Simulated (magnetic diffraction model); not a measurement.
# Magnetic neutron pattern of Yb2Ti4Mn

Space group I4/mcm (no. 140), a = 10.6860 Å, c = 5.0770 Å.

```csv
site,atom,x,y,z
8h,Yb,0.8570,0.3570,0
4a,Mn,0,0,3/4
16k,Ti,0.3028,0.4137,0
```

The compound is invented for this exercise: a known structure type with other elements, its cell scaled to their sizes and not relaxed.

Only Yb and Mn are taken to order (form factors of Yb3+ and Mn2+); orders and moment sizes are assumed, and not adapted to the symmetry. Radiation: neutrons of λ = 1.8 Å, 3° to 55°; isotropic B of 0.24 Å² (Yb), 0.38 Å² (Mn) and 0.35 Å² (Ti). Simulated constant-wavelength pattern: nuclear and magnetic terms add, the magnetic one as |2.695 fm × Σ f S⊥ exp(2πi Q·r) exp(−B s²)|², summed over all Q at one angle with the factor 1/(sin²θ cos θ). For collinear order S is the moment m, which repeats by lattice and centring translations R with the sign exp(−2πi k·R). Free-ion form factors, Sears's scattering lengths of 1992, no absorption; a label names one of the reflections at its angle. The strongest nuclear line in the range is 100, and lines under 0.2 are left out.

Assume the order k = (0 0 0), collinear moments along [111], 3.4 μB on Yb and 1.02 μB on Mn; signs + at (0.8570, 0.3570, 0), + at (0.1430, 0.3570, 1/2), + at (0.1430, 0.6430, 0), + at (0.8570, 0.6430, 1/2), − at (0, 0, 3/4), − at (0, 0, 1/4).

Predict the pattern, nuclear and magnetic parts apart.

```
2θ (°)    index  nuclear  magnetic
 13.68  (1 1 0)     67.5      11.6
 19.39  (2 0 0)      5.8       2.7
 27.56  (2 2 0)      0.4       0.1
 29.98  (2 1 1)    100.0      24.1
 30.89  (3 1 0)     21.8       2.8
 39.38  (4 0 0)     16.9       4.5
 41.17  (3 2 1)      0.9       3.2
 41.53  (0 0 2)      3.0       3.9
 41.87  (3 3 0)     16.0       3.3
 43.93  (1 1 2)      4.6       0.8
 44.25  (4 2 0)      0.3       0.1
 45.90  (4 1 1)      0.0       1.6
 50.57  (2 2 2)      3.8       0.2
 50.87  (5 1 0)      0.6       0.0
 52.65  (3 1 2)     36.6       5.5
 54.38  (4 3 1)      0.1       0.3
```

The strongest magnetic line in the range is (2 1 1) at 29.98° (24.1). On top of the Lorentz factor, which all lines share, magnetic lines fade with angle because f falls: for Yb3+ it is 0.97, 0.88, 0.76 and 0.51 at sin θ/λ = 0.1, 0.2, 0.3 and 0.5 Å⁻¹, while nuclear lengths stay constant. The net moment is 11.56 μB a primitive cell.

[Logs are printed without paths, hosts, clocks, repeated set-up lines and the standing remarks that a program may print on its own settings, such as how far it seeks lower states.]
